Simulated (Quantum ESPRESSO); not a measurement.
# Ag (Silver): phonons by linear response, part 3 of 3

How does Ag (Silver) vibrate, and is this structure a minimum?

Quantum ESPRESSO 7.5; DFT LDA, scalar-relativistic, plane waves, JTH PAW pseudopotentials.

So far. Step 5 (Linear response on the mesh): The acoustic modes at Γ come out as far as 0.5 cm⁻¹ from zero, where they should vanish, a small numerical error. The relaxed cell has a = 4.001 Å (conventional setting).

**7. Interpolated phonon bands (continued)**

Matdyn.x, sum rule crystal. Phonon branches along the path, in cm⁻¹:

| point | branch 1 | branch 2 | branch 3 |
| --- | --- | --- | --- |
| Γ | 0 | 0 | 0 |
| halfway | 86 | 86 | 139 |
| X | 123 | 123 | 187 |
| halfway | 119 | 130 | 183 |
| U | 110 | 146 | 169 |
| jump to K | 110 | 146 | 169 |
| halfway | 62 | 96 | 148 |
| Γ | 0 | 0 | 0 |
| halfway | 56 | 56 | 137 |
| L | 82 | 82 | 190 |
| halfway | 97 | 124 | 176 |
| W | 120 | 156 | 156 |
| halfway | 121 | 132 | 178 |
| X | 123 | 123 | 187 |

The phonon branches as a text plot (rows in cm⁻¹):

```
    186 |          *****                        *****          **
    178 |         *     *                      *     **      **
    170 |        *       *                    *        *    *
    162 |                 ******                        ** *
    154 |       *         **                 *           ***
    146 |                *  *   *                       *   *
    138 |      *        *    *              *          *     *
    130 |              *         *                            *
    122 |     *     ****      *            *          *   *******
    114 |         **    **        *                  *  **
    107 |        *        **   *                       *
     99 |    *  *           *   *         *         * *
     91 |                    *     *               * *
     83 |      *              *  *              *****
     75 |   * *                *         *     *
     67 |                         *          **
     59 |    *                  *   *       *
     51 |  *                     * *    *  *
     43 |   *                     *
     36 |                           *     *
     28 | **                       * **  *
     20 |                           *** *
     12 | *                          **
      4 |*                             *
         Γ           X  U|K            Γ         L        W     X
```

Lowest modes at the softest wavevector of the mesh; phase exp(i q.(R + tau)). Modes at q = (0.250, 0.000, 0.000):

```
mode  frequency (cm⁻¹)
   1              56.5
   2              56.5
   3             137.3
```

Displacements in mode 2 (56.5 cm⁻¹), the largest set to 1, in the home cell:
```
Ag1 1.00 0.50 0.50
```

Displacements in mode 3 (137.3 cm⁻¹), the largest set to 1, in the home cell:
```
Ag1 -1.00  1.00  1.00
```

Force constants by pair (phonopy on the run's constants); pairs near half the supercell's span include their periodic images. Pair force constants, by row:

| atom | neighbour | distance (Å) | third of the trace (eV/Å²) | along the pair's line (eV/Å²) |
| --- | --- | --- | --- | --- |
| Ag1 | itself | 0 | 6.42 | – |
| Ag1 | Ag | 2.829 | -0.5077 | -1.842 |
| Ag1 | Ag | 4.001 | -0.0079 | -0.0871 |
| Ag1 | Ag | 4.9 | -0.016 | -0.0455 |
| Ag1 | Ag | 5.658 | 0.0086 | 0.0239 |
| Ag1 | Ag | 6.326 | 0.0012 | 0.0067 |
| Ag1 | Ag | 6.93 | 0.004 | 0.004 |

Harmonic mean-square displacement, third of the trace. Mean-square displacements:

| T (K) | Ag1 U_eq (Å²) |
| --- | --- |
| 0 | 0.00148 |
| 100 | 0.00281 |
| 300 | 0.0075 |
| 600 | 0.01482 |

Mode patterns, pair constants, displacements and means over the zone were worked out by phonopy from the force constants of q2r.x.

All branches are real along the path.

**8. Sums over the zone**

Sums over the zone need many more wavevectors than were solved, so the interpolation is sampled on a dense mesh.

File matdyn.in:

```
&input
   asr = 'crystal'
   flfrc = 'x.fc'
   dos = .true.
   fldos = 'x.dos'
   nk1 = 19
   nk2 = 19
   nk3 = 19
   deltaE = 0.3
/
```

Launch:

```bash
$ matdyn.x -in matdyn.in > matdyn.out
```

Numbers of over 12 decimals in the logs are rounded to 6 here.

The program printed:

```text
[banner, memory and clock lines left out]
Program MATDYN v.7.5

 mass for atomic type   1 not given; uses mass from file x.fc
 Norm of the difference between old and new effective charges:    0.000000

 Norm of the difference between old and new force-constants:   4.50333e-07

     Message from routine matdyn:
     Z* not found in file x.fc, TO-LO splitting at q=0 will be absent!

Note: The following floating-point exceptions are signalling: IEEE_UNDERFLOW_FLAG
```

Elapsed: 5.1 s, on 1 thread of Arm Neoverse N1, shared host.

Read from the output:

| Quantity | Value |
| --- | --- |
| share of modes beyond 3i cm⁻¹ on the dense interpolated mesh | 0 |
| zero-point energy per atom | 22.55 meV |
| heat capacity at 300 K | 24.19 J/(mol atoms K) |
| vibrational entropy at 300 K | 40.29 J/(mol atoms K) |

Tetrahedra. The phonon density of states by wavenumber; read off at these points:

| wavenumber (cm⁻¹) | phonon density of states (1/cm⁻¹/cell) |
| --- | --- |
| 0.0 | 0 |
| 5.0 | 2.2e-5 |
| 10.0 | 7.7e-5 |
| 15.0 | 3.4e-4 |
| 20.0 | 6.6e-4 |
| 25.0 | 0.00101 |
| 30.0 | 0.00172 |
| 35.0 | 0.00222 |
| 40.0 | 0.0031 |
| 45.0 | 0.00390 |
| 50.0 | 0.00501 |
| 55.0 | 0.00624 |
| 60.0 | 0.00785 |
| 65.0 | 0.00958 |
| 70.0 | 0.0123 |
| 75.0 | 0.0154 |
| 80.0 | 0.0207 |
| 85.0 | 0.0294 |
| 90.0 | 0.0299 |
| 95.0 | 0.0306 |
| 100.0 | 0.0311 |
| 105.0 | 0.0315 |
| 110.0 | 0.0318 |
| 115.0 | 0.0319 |
| 117.6 | 0.0324 |
| 120.0 | 0.0273 |
| 125.0 | 0.0192 |
| 130.0 | 0.0187 |
| 135.0 | 0.0177 |
| 140.0 | 0.0168 |
| 145.0 | 0.0154 |
| 150.0 | 0.0124 |
| 155.0 | 0.00683 |
| 160.0 | 0.0130 |
| 165.0 | 0.0330 |
| 170.0 | 0.0429 |
| 172.8 | 0.0467 |
| 175.0 | 0.0388 |
| 180.0 | 0.0205 |
| 185.0 | 0.0101 |

Harmonic thermodynamic functions per atom, summed over the density of states scaled to three modes an atom; melting is ignored. Thermodynamic functions:

```csv
T (K),F_vib (meV/atom),S (J/mol-atom/K),C_V (J/mol-atom/K)
0,22.55,0,0
50,21.79,5.083,10.56
100,16.37,15.64,19.27
200,-8.28,30.64,23.3
300,-45.35,40.29,24.19
400,-90.91,47.3,24.52
500,-142.9,52.79,24.67
600,-200,57.3,24.75
700,-261.4,61.12,24.8
800,-326.5,64.43,24.84
900,-394.8,67.36,24.86
1000,-466,69.98,24.87
```

At 300 K the heat capacity has reached 97 % of the Dulong-Petit value.

**9. The dispersion under another sum rule (asr simple)**

The sum rule corrects the force constants themselves, so it can shift branches at any wavevector, low ones most.

File matdyn.in:

```
&input
   asr = 'simple'
   flfrc = 'x.fc'
   flfrq = 'x.freq'
   flvec = 'x.modes'
   q_in_band_form = .true.
   q_in_cryst_coord = .true.
/
8
  0.0000000   0.0000000   0.0000000   8  ! GAMMA
  0.5000000  -0.0000000   0.5000000   8  ! X
  0.6250000   0.2500000   0.6250000   1  ! U
  0.3750000   0.3750000   0.7500000   8  ! K
  0.0000000   0.0000000   0.0000000   8  ! GAMMA
  0.5000000   0.5000000   0.5000000   8  ! L
  0.5000000   0.2500000   0.7500000   8  ! W
  0.5000000  -0.0000000   0.5000000   1  ! X
```

Launch:

```bash
$ matdyn.x -in matdyn.in > matdyn.out
```

The program printed:

```text
[banner, memory and clock lines left out]
Program MATDYN v.7.5

 mass for atomic type   1 not given; uses mass from file x.fc
     Message from routine matdyn:
     Z* not found in file x.fc, TO-LO splitting at q=0 will be absent!
     Message from routine matdyn:
     Z* not found in file x.fc, TO-LO splitting at q=0 will be absent!

Note: The following floating-point exceptions are signalling: IEEE_UNDERFLOW_FLAG
```

Wall time 0.47 s (1 thread).

At the labelled points the branches move by no more than 0.1 cm⁻¹.

**10. Summary of results**

- space group after relaxation: Fm-3m
- volume per atom: 16.0 Å³
- q mesh: 4×4×4
- lowest mode on the q mesh (acoustic ones at the zone centre apart): 56.5 cm⁻¹
- zero-point energy per atom: 22.6 meV
- heat capacity at 300 K: 24.2 J/(mol atoms K)
- vibrational entropy at 300 K: 40.3 J/(mol atoms K)
- imaginary modes on the q mesh: none

What this shows: Ag (Silver) is dynamically stable on the 4×4×4 mesh; its spectrum reaches 190 cm⁻¹. These are harmonic frequencies at zero temperature: anharmonic shifts and linewidths and thermal expansion are left out. In a metal the frequencies hang on the k mesh and the smearing, most of all near Kohn anomalies.

[Host names and launcher messages were left out of these logs when they were recorded.]

[Logs are printed without paths, hosts, clocks, repeated set-up lines and the standing remarks that a program may print on its own settings, such as how far it seeks lower states.]

[Hosts, paths, dates, database ids (printed as entryN), source tags and the programs' standing remarks are cut or masked in the printed files.]
